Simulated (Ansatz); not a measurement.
# TaBeC: relaxing a made-up structure

This structure for TaBeC is made up. Its elements were placed in a known structure type with a cell scaled to their sizes. What cell does the guess relax to, and how far off was it?

Program: Ansatz 0.2.0. Level of theory: DFT, PBEsol, plane-wave PAW, files of the set soft_1, scalar-relativistic, no spin, cell and ions relaxed at zero pressure; PAW set soft_1, in the first sound run; inputs show where later runs differ. Results are calculated unless marked as measured.

### Step 1. Set-up

Symmetry: P-6m2, No. 187, hexagonal system. The conventional cell has a = 3.351 Å, b = 3.351 Å, c = 3.324 Å, α = 90.00°, β = 90.00°, γ = 120.00°. Nearest to Ta lie 6 Be at 2.55 Å and 6 C at 2.55 Å. Nearest to C lie 3 Be at 1.93 Å and 6 Ta at 2.55 Å. Nearest to Be lie 3 C at 1.93 Å and 6 Ta at 2.55 Å. Farther neighbours are not listed.

### Step 2. Relaxation of the guess

The guess takes its coordinates from another compound and its volume from a rule, so the cell and any free coordinates are relaxed together.

File input.yaml:

```yaml
crystal:
  lattice:
    - [3.351, 0.0, 0.0]
    - [-1.6755, 2.902051128, 0.0]
    - [0.0, 0.0, 3.324]
  atoms:
    - { symbol: Ta, position: [0.0, 0.0, 0.0] }
    - { symbol: C, position: [0.666666667, 0.333333333, 0.5] }
    - { symbol: Be, position: [0.333333333, 0.666666667, 0.5] }
kpoints:
  mp_grid: { grid: [9, 9, 8] }
scf:
  occupations: { method: fermi_dirac, width: 0.05 }
hamiltonian:
  xc: pbesol
  pseudopotentials: { kind: paw, azcp: { folder: soft_1 }, xc_functional: pbe }
relax:
  f_tol: 0.015
  max_steps: 70
  cell: {}
output:
  forces: true
  stress: true
```

The run is started by

```console
ansatz run input.yaml --threads 4 --pin off --max-ram 8192MiB --backend cpu --events-out ev --progress --plain --runs-dir out
```

Numbers of over 12 decimals in the logs are rounded to 6 here.

The program printed:

```text
Engine: ansatz 0.2.0, aarch64-unknown-linux-gnu
Pseudopotentials: kind: paw
Pseudopotential: Ta, paw, valence charge 13, recommended cutoff 420 eV (normal), soft_1/Ta.paw.azcp
Pseudopotential: C, paw, valence charge 4, recommended cutoff 420 eV (normal), soft_1/C.paw.azcp
Pseudopotential: Be, paw, valence charge 2, recommended cutoff 420 eV (normal), soft_1/Be.paw.azcp
Functional definition: PBEsol
  exchange = pbesol_x
  correlation = pbesol_c
Crystal: 3 atoms, lattice volume = 32.325 Å³
Basis set: ecut = 420 eV, 635 PW (Γ), exchange–correlation on 48×48×48 points (8 copies of the dense FFT grid, shifted against one another)
Bands: 14, of which v1, the nominal top of the filled ones, is band 10 counted from 1 (9 counted from 0)
Symmetry: 12 space group operations
Space group: P-6m2 (ITA 187), of the structure as read, at distance tolerance 3.2e-5 Å
k-points: 60 of 648 (time reversal used)
Non-local potential: Ta, projectors of the file, l = 0: 3, l = 1: 2, l = 2: 2, l = 3: 1
Non-local potential: C, projectors of the file, l = 0: 2, l = 1: 2, l = 2: 1
Non-local potential: Be, projectors of the file, l = 0: 2, l = 1: 2, l = 2: 1
PAW form: soft (Blöchl's): semilocal exchange-correlation on the pseudo side does not see the compensation charge
PAW frozen core: Ta, regenerated for the run's functional, and the local potential with it (the file was generated under x = pbe(κ = 0.804, μ = 0.219515), c = pbe(β = 0.066725))
PAW frozen core: C, regenerated for the run's functional, and the local potential with it (the file was generated under x = pbe(κ = 0.804, μ = 0.219515), c = pbe(β = 0.066725))
PAW frozen core: Be, regenerated for the run's functional, and the local potential with it (the file was generated under x = pbe(κ = 0.804, μ = 0.219515), c = pbe(β = 0.066725))
PAW one-centre angular grid: Ta, 590 points (default); XC on 64 Gauss nodes
PAW one-centre angular grid: C, 110 points (default); XC on 64 Gauss nodes
PAW one-centre angular grid: Be, 110 points (default); XC on 64 Gauss nodes
Initial density: superposition of atomic densities (chi_scale 0.1, normalization cell, long waves kept (reshape's long-wave potential 0.00 eV rms))
Initial wavefunctions: pseudopotential atomic-orbital guess
Functional: x = pbesol(κ = 0.804, μ = 0.123457), c = pbesol(β = 0.046)
SCF iter   1: F=—  HF=-10144.628730 eV  |F-HF|=—  |Δ(HF+E_count)|=         —  Δρ=4.48e-2  dr2=1.12e0  ethr=3.10e-3  ⟨swp⟩=5.5  Hψ=4416  notcnv=0
preconditioner: auto → none  [metal: Δε(μ)=0.038 eV  Ē_g=8.855 eV  σ=0.050 eV  W_gap=0.19  n_scr=8 (ndim 8)  ℏωp=21.7 eV  f_vac=0.000  D(μ)=1.23/eV (n_scr^D=8)  sad-step TF]
SCF iter   2: F=—  HF=-10144.453149 eV  |F-HF|=—  |Δ(HF+E_count)|=   1.76e-1  Δρ=3.04e-2  dr2=5.49e-1  ethr=3.10e-3  ⟨swp⟩=1.6  Hψ=1367  notcnv=0  defer=2
SCF iter   3: F=—  HF=-10144.306137 eV  |F-HF|=—  |Δ(HF+E_count)|=   1.47e-1  Δρ=3.71e-3  dr2=4.72e-3  ethr=2.89e-3  ⟨swp⟩=2.1  Hψ=1331  notcnv=0  defer=2
SCF iter   4: F=—  HF=-10144.304882 eV  |F-HF|=—  |Δ(HF+E_count)|=   1.26e-3  Δρ=8.27e-4  dr2=1.02e-4  ethr=2.49e-5  ⟨swp⟩=2.2  Hψ=1531  notcnv=0  defer=4
SCF iter   5: F=—  HF=-10144.304896 eV  |F-HF|=—  |Δ(HF+E_count)|=   1.43e-5  Δρ=1.31e-4  dr2=7.31e-6  ethr=5.34e-7  ⟨swp⟩=2.8  Hψ=1416  notcnv=0  defer=4
SCF iter   6: F=—  HF=-10144.304904 eV  |F-HF|=—  |Δ(HF+E_count)|=   8.39e-6  Δρ=2.55e-5  dr2=2.30e-7  ethr=3.85e-8  ⟨swp⟩=2.7  Hψ=1296  notcnv=0  defer=3
SCF iter   7: F=-10144.304904 eV  HF=-10144.304904 eV  |F-HF|=7.75e-9  |Δ(HF+E_count)|=   4.27e-8  Δρ=5.08e-6  dr2=1.12e-8  ethr=5.26e-10  ⟨swp⟩=4.0  Hψ=2623  notcnv=0
SCF 1 converged in 7 iterations: F = -10144.304904 eV  dr2 = 1.12e-8
  greatest PAW one-centre occupation: 0.999 electrons in one spin orbital (limit 2), on the Ta atom at site 0 (counted from 0), in its partial waves of l = 0
relax step   1: F+E_penalty+E_count = -10144.30490430 eV  Δ(F+E_penalty+E_count) = +0.000e0 eV  max|allowed force component| = 3.886e-16 eV/Å  Δτ_max = 0.0000 Å  P = -33.697 GPa  Ω = 32.325 Å³  (7 SCF iters, dr2 threshold 1.00e-7 eV, accepted)
Crystal: 3 atoms, lattice volume = 28.343 Å³
Basis set: ecut = 420 eV, 551 PW (Γ), exchange–correlation on 48×48×48 points (8 copies of the dense FFT grid, shifted against one another)
Initial density: handed on by an earlier stage of this run
Initial wavefunctions: those handed on with the density
iter 1 solved again at ethr=4.98e-4 eV; its pass at ethr=3.10e-3 eV (dr2=9.47e-2 eV) is discarded
SCF iter   1: F=—  HF=-10144.943812 eV  |F-HF|=—  |Δ(HF+E_count)|=         —  Δρ=1.46e-2  dr2=9.50e-2  ethr=4.98e-4  ⟨swp⟩=1.0  Hψ=5558  notcnv=0
preconditioner: auto → none  [metal: Δε(μ)=0.145 eV  Ē_g=9.669 eV  σ=0.050 eV  W_gap=0.46  n_scr=8 (ndim 8)  ℏωp=23.1 eV  f_vac=0.000  D(μ)=0.98/eV (n_scr^D=8)]
SCF iter   2: F=—  HF=-10144.920134 eV  |F-HF|=—  |Δ(HF+E_count)|=   2.37e-2  Δρ=4.93e-3  dr2=1.02e-2  ethr=4.98e-4  ⟨swp⟩=2.7  Hψ=1332  notcnv=0
SCF iter   3: F=—  HF=-10144.917583 eV  |F-HF|=—  |Δ(HF+E_count)|=   2.55e-3  Δρ=4.78e-4  dr2=4.39e-5  ethr=5.35e-5  ⟨swp⟩=2.1  Hψ=1274  notcnv=0
SCF iter   4: F=—  HF=-10144.917593 eV  |F-HF|=—  |Δ(HF+E_count)|=   1.04e-5  Δρ=1.45e-4  dr2=2.52e-6  ethr=2.31e-7  ⟨swp⟩=2.0  Hψ=1170  notcnv=0
iter 5 did not close the SCF: its close was put off for the readings that it lacked (scf_convergence_deferred on its scf_iter line)
SCF iter   5: F=-10144.917594 eV  HF=-10144.917594 eV  |F-HF|=5.44e-9  |Δ(HF+E_count)|=   1.12e-6  Δρ=1.01e-5  dr2=1.84e-8  ethr=1.33e-8  ⟨swp⟩=2.4  Hψ=1231  notcnv=0
SCF iter   6: F=-10144.917594 eV  HF=-10144.917594 eV  |F-HF|=1.76e-10  |Δ(HF+E_count)|=  2.64e-10  Δρ=1.91e-6  dr2=5.31e-10  ethr=9.67e-11  ⟨swp⟩=1.6  Hψ=2573  notcnv=0
SCF 2 converged in 6 iterations: F = -10144.917594 eV  dr2 = 5.31e-10
relax step   2: F+E_penalty+E_count = -10144.91759449 eV  Δ(F+E_penalty+E_count) = -6.127e-1 eV  max|allowed force component| = 3.454e-16 eV/Å  Δτ_max = 0.0000 Å  P = -9.483 GPa  Ω = 28.343 Å³  energy of the carried Pulay correction = +2.642e-3 eV  (6 SCF iters, dr2 threshold 3.00e-7 eV, accepted)
Crystal: 3 atoms, lattice volume = 27.007 Å³
iter 1 solved again at ethr=3.93e-4 eV; its pass at ethr=3.10e-3 eV (dr2=7.46e-2 eV) is discarded
SCF iter   1: F=—  HF=-10145.007893 eV  |F-HF|=—  |Δ(HF+E_count)|=         —  Δρ=1.51e-2  dr2=7.46e-2  ethr=3.93e-4  ⟨swp⟩=1.0  Hψ=5817  notcnv=0
preconditioner: auto → none  [metal: Δε(μ)=0.051 eV  Ē_g=10.026 eV  σ=0.050 eV  W_gap=0.25  n_scr=8 (ndim 8)  ℏωp=23.7 eV  f_vac=0.000  D(μ)=0.96/eV (n_scr^D=8)]
SCF iter   2: F=—  HF=-10144.988140 eV  |F-HF|=—  |Δ(HF+E_count)|=   1.98e-2  Δρ=5.13e-3  dr2=8.78e-3  ethr=3.92e-4  ⟨swp⟩=2.5  Hψ=1293  notcnv=0
SCF iter   3: F=—  HF=-10144.985800 eV  |F-HF|=—  |Δ(HF+E_count)|=   2.34e-3  Δρ=5.59e-4  dr2=5.48e-5  ethr=4.62e-5  ⟨swp⟩=2.2  Hψ=1147  notcnv=0
SCF iter   4: F=—  HF=-10144.985800 eV  |F-HF|=—  |Δ(HF+E_count)|=   7.98e-7  Δρ=1.51e-4  dr2=2.54e-6  ethr=2.88e-7  ⟨swp⟩=2.2  Hψ=1140  notcnv=0
iter 5 did not close the SCF: its close was put off for the readings that it lacked (scf_convergence_deferred on its scf_iter line)
SCF iter   5: F=-10144.985801 eV  HF=-10144.985801 eV  |F-HF|=2.74e-8  |Δ(HF+E_count)|=   3.76e-7  Δρ=1.96e-5  dr2=6.60e-8  ethr=1.34e-8  ⟨swp⟩=2.8  Hψ=1242  notcnv=0
SCF iter   6: F=-10144.985801 eV  HF=-10144.985801 eV  |F-HF|=3.82e-10  |Δ(HF+E_count)|=   6.72e-9  Δρ=4.27e-6  dr2=1.25e-9  ethr=3.48e-10  ⟨swp⟩=1.9  Hψ=2801  notcnv=0
SCF 3 converged in 6 iterations: F = -10144.985801 eV  dr2 = 1.25e-9
relax step   3: F+E_penalty+E_count = -10144.98580071 eV  Δ(F+E_penalty+E_count) = -6.821e-2 eV  max|allowed force component| = 3.176e-16 eV/Å  Δτ_max = 0.0000 Å  P = +4.685 GPa  Ω = 27.007 Å³  energy of the carried Pulay correction = +3.562e-3 eV  (6 SCF iters, dr2 threshold 3.00e-7 eV, accepted)
[...]
relax step   4: F+E_penalty+E_count = -10144.99270601 eV  Δ(F+E_penalty+E_count) = -6.905e-3 eV  max|allowed force component| = 7.710e-17 eV/Å  Δτ_max = 0.0000 Å  P = -0.452 GPa  Ω = 27.470 Å³  energy of the carried Pulay correction = +3.227e-3 eV  (6 SCF iters, dr2 threshold 3.00e-7 eV, accepted)
[...]
relax step   5: F+E_penalty+E_count = -10144.99279895 eV  Δ(F+E_penalty+E_count) = -9.294e-5 eV  max|allowed force component| = 2.560e-16 eV/Å  Δτ_max = 0.0000 Å  P = -0.023 GPa  Ω = 27.428 Å³  energy of the carried Pulay correction = +3.258e-3 eV  (6 SCF iters, dr2 threshold 3.00e-7 eV, accepted)
[...]
relax step   6: F+E_penalty+E_count = -10144.99280199 eV  Δ(F+E_penalty+E_count) = -3.039e-6 eV  max|allowed force component| = 3.358e-16 eV/Å  Δτ_max = 0.0000 Å  P = +0.000 GPa  Ω = 27.425 Å³  energy of the carried Pulay correction = +3.260e-3 eV  (7 SCF iters, dr2 threshold 7.03e-9 eV, accepted)
[...]
relax step   7: F+E_penalty+E_count = -10144.99124008 eV  Δ(F+E_penalty+E_count) = +1.562e-3 eV  max|allowed force component| = 3.358e-16 eV/Å  Δτ_max = 0.0000 Å  P = -0.084 GPa  Ω = 27.425 Å³  stress off target by 8.97e-2 GPa  SCF on the basis re-selected at this cell (its energy is not comparable with the rows above)  (6 SCF iters)
[...]
relax step   8: F+E_penalty+E_count = -10144.99124888 eV  Δ(F+E_penalty+E_count) = -8.797e-6 eV  max|allowed force component| = 3.504e-16 eV/Å  Δτ_max = 0.0000 Å  P = -0.000 GPa  Ω = 27.417 Å³  energy of the carried Pulay correction = +6.620e-6 eV  (7 SCF iters, dr2 threshold 2.01e-8 eV, accepted)
iter 1 solved again at ethr=2.16e-8 eV; its pass at ethr=3.10e-3 eV (dr2=4.10e-6 eV) is discarded
SCF iter   1: F=—  HF=-10144.991240 eV  |F-HF|=—  |Δ(HF+E_count)|=         —  Δρ=7.57e-7  dr2=8.67e-11  ethr=2.16e-8  ⟨swp⟩=3.2  Hψ=6828  notcnv=0
eigensolver tolerance schedule: the retry pair's looser diagonalisation over-reported the residual by 47321.87 of it (diagonalisation noise at 0.49 of the residual, at the tolerance the schedule requests for it); recorded, not acted on — ethr = c·dr2/N_el stays at c = 1.0e-1
SCF iter   2: F=—  HF=-10144.991248 eV  |F-HF|=—  |Δ(HF+E_count)|=   7.89e-6  Δρ=4.26e-7  dr2=4.12e-11  ethr=1.00e-12  ⟨swp⟩=3.1  Hψ=1778  notcnv=0
iter 3 did not close the SCF: its close was put off for the readings that it lacked (scf_convergence_deferred on its scf_iter line)
SCF iter   3: F=-10144.991248 eV  HF=-10144.991248 eV  |F-HF|=5.46e-12  |Δ(HF+E_count)|=    0.00e0  Δρ=2.72e-7  dr2=1.23e-11  ethr=1.00e-12  ⟨swp⟩=1.0  Hψ=840  notcnv=0
iter 4 did not close the SCF: its close was put off for the readings that it lacked (scf_convergence_deferred on its scf_iter line)
SCF iter   4: F=-10144.991248 eV  HF=-10144.991248 eV  |F-HF|=1.82e-12  |Δ(HF+E_count)|=  1.82e-12  Δρ=1.18e-7  dr2=2.22e-12  ethr=1.00e-12  ⟨swp⟩=1.0  Hψ=840  notcnv=0
iter 5 did not close the SCF: its close was put off for the readings that it lacked (scf_convergence_deferred on its scf_iter line)
SCF iter   5: F=-10144.991248 eV  HF=-10144.991248 eV  |F-HF|=5.46e-12  |Δ(HF+E_count)|=  3.64e-12  Δρ=3.05e-8  dr2=1.35e-13  ethr=1.00e-12  ⟨swp⟩=1.0  Hψ=840  notcnv=0
iter 6 did not close the SCF: its close was put off for the readings that it lacked (scf_convergence_deferred on its scf_iter line)
SCF iter   6: F=-10144.991248 eV  HF=-10144.991248 eV  |F-HF|=3.64e-12  |Δ(HF+E_count)|=  1.82e-12  Δρ=1.81e-8  dr2=5.75e-14  ethr=1.00e-12  ⟨swp⟩=1.0  Hψ=840  notcnv=0
SCF iter   7: F=-10144.991248 eV  HF=-10144.991248 eV  |F-HF|=7.28e-12  |Δ(HF+E_count)|=  5.46e-12  Δρ=1.14e-8  dr2=2.11e-14  ethr=1.00e-12  ⟨swp⟩=2.3  Hψ=2296  notcnv=0
SCF 9 converged in 7 iterations: F = -10144.991248 eV  dr2 = 2.11e-14
relax step   9: F+E_penalty+E_count = -10144.99124778 eV  Δ(F+E_penalty+E_count) = +1.095e-6 eV  max|allowed force component| = 3.504e-16 eV/Å  Δτ_max = 0.0000 Å  P = -0.000 GPa  Ω = 27.417 Å³  stress off target by 5.70e-4 GPa  SCF on the basis re-selected at this cell (its energy is not comparable with the rows above)  (7 SCF iters)
basis re-selected at this cell: Δ(F+E_penalty+E_count) = +1.095e-6 eV, ΔP = -0.000 GPa vs the last step (what re-selecting the basis moved, of the pressure what is left beyond the Pulay correction that the steps carried, after the strain that the cell walked since its last selection, with what the two solves' SCF thresholds leave and, on support functions, any second-order correction that the steps lacked; it is no m [...]
SCF converged after 7 iterations
Free energy (F): -10144.991248 eV
Harris-Foulkes:  -10144.991248 eV  (|F-HF|=7.28e-12)
Internal energy: -10144.982388 eV  (E = F + TS)
E sigma→0 (E₀):  -10144.986818 eV
Entropy (-TS):   -0.008859 eV (-2.953 meV/atom)
Fermi energy:    19.069176 eV
--- Per-component energies (eV) ---
  E_band       = -64.203559
  E_kinetic    = 507.434340
  E_local      = -598.408757  (includes V_loc(G=0)·N_el)
  E_nonlocal   = 18.208400
  E_hartree    = 219.355723
  E_xc         = -388.666417
  E_vxc        = -315.789485  (∫ρ·V_xc dr)
  E_paw        = -8334.206332  (= ΣΔE_a)
  E_vpaw       = -114.359601  (= ΣTr[D̂ρ^β])
  E_aug_tail   = 0.000097  (compensation charges beyond the density's cutoff)
  E_ewald      = -1568.943786
  E_core_change = 0.244345  (= ΣΔE_core)
  E_smearing   = -0.008859  (= −TS)
  E_closure    = 0.000000  (closes the sum)
  Σ components = -10144.991248   (vs F -10144.991248, Δ=0.00e0)
--- Forces (eV/Å), atoms counted from 1 ---
  atom   1  Ta     0.00000000     0.00000000     0.00000000
  atom   2  C     -0.00000000     0.00000000     0.00000000
  atom   3  Be     0.00000000    -0.00000000    -0.00000000
  max |Σ_I F_I| component: 3.70e-17 eV/Å
--- Stress (GPa, compression-positive) ---
       -0.000570      -0.000000      -0.000000
        0.000000      -0.000570       0.000000
       -0.000000       0.000000       0.000024
  P = ⅓ Tr σ = -0.0004 GPa (-0.004 kbar)
--- Relaxed structure (7 steps of the walk, 7 accepted, 2 SCFs on fresh bases) ---
  F+E_penalty+E_count = -10144.99124778 eV   max|allowed force component| = 3.504e-16 eV/Å   (the final SCF, on the basis selected at the relaxed cell)
  cell:  # Å, volume = 27.4169 Å³
    - [3.088241, -2.917212921841034e-17, 0]
    - [-1.544120, 2.674495, 0]
    - [0, 0, 3.319449]
  atoms:
    - { symbol: Ta, position: [0, 0, 0] }
    - { symbol: C, position: [0.666667, 0.333333, 0.5] }
    - { symbol: Be, position: [0.333333, 0.666667, 0.5] }
```

Wall time 5.2 s (4 threads of Arm Neoverse V2, shared host); peak memory 0.35 GiB.

Relaxation path:

| step | energy less that of the first step (eV) | largest force component (eV/Å) | pressure (GPa) | volume (Å³) |
| --- | --- | --- | --- | --- |
| 1 | 0.0000 | 0.0000 | -33.70 | 32.33 |
| 2 | -0.6127 | 0.0000 | -9.48 | 28.34 |
| 3 | -0.6809 | 0.0000 | 4.69 | 27.01 |
| 4 | -0.6878 | 0.0000 | -0.45 | 27.47 |
| 5 | -0.6879 | 0.0000 | -0.02 | 27.43 |
| 6 | -0.6879 | 0.0000 | 0.00 | 27.43 |
| 7* | -0.6863 | 0.0000 | -0.08 | 27.43 |
| 8 | -0.6863 | 0.0000 | 0.00 | 27.42 |
| 9* | -0.6863 | 0.0000 | 0.00 | 27.42 |

Relaxation steps marked * repeat the geometry before them on a plane-wave basis chosen anew for their cell, so energy and pressure can jump there.

The run keeps the 12 symmetry operations that it works with, so distortions that break them were not tested.

| conventional cell, symmetrised | before | after | change |
| --- | --- | --- | --- |
| a (Å) | 3.351 | 3.088 | -7.8 % |
| b (Å) | 3.351 | 3.088 | -7.8 % |
| c (Å) | 3.324 | 3.319 | -0.1 % |
| volume (Å³/atom) | 10.78 | 9.14 | -15.2 % |

The relaxed structure:

```xyz
3
Lattice="3.0882 0.0000 0.0000 -1.5441 2.6745 0.0000 0.0000 0.0000 3.3194" Properties=species:S:1:pos:R:3 pbc="T T T"
Ta    0.0000    0.0000    0.0000
C     1.5441    0.8915    1.6597
Be    0.0000    1.7830    1.6597
```

Numbers from this step:

```
free energy             : -10144.9912 eV
energy at zero smearing : -10144.9868 eV
smearing term TS        : 0.008859 eV
Fermi energy            : 19.07 eV
electrons               : 19
symmetry operations     : 12
pressure                : -3.72e-4 GPa
```

Shortest distances by pair of elements, guess and relaxed (not always the same contact):

| pair | guess (Å) | relaxed (Å) |
| --- | --- | --- |
| Be–C | 1.935 | 1.783 |
| C–Ta | 2.551 | 2.436 |
| Be–Ta | 2.551 | 2.436 |
| Ta–Ta | 3.324 | 3.088 |
| C–C | 3.324 | 3.088 |

The relaxation ends with a pressure of 0.00 GPa.

[end of part 1 of 2]

[Logs are printed without paths, hosts, clocks, repeated set-up lines and the standing remarks that a program may print on its own settings, such as how far it seeks lower states.]

[Hosts, paths, dates, database ids (printed as entryN), source tags and the programs' standing remarks are cut or masked in the printed files.]
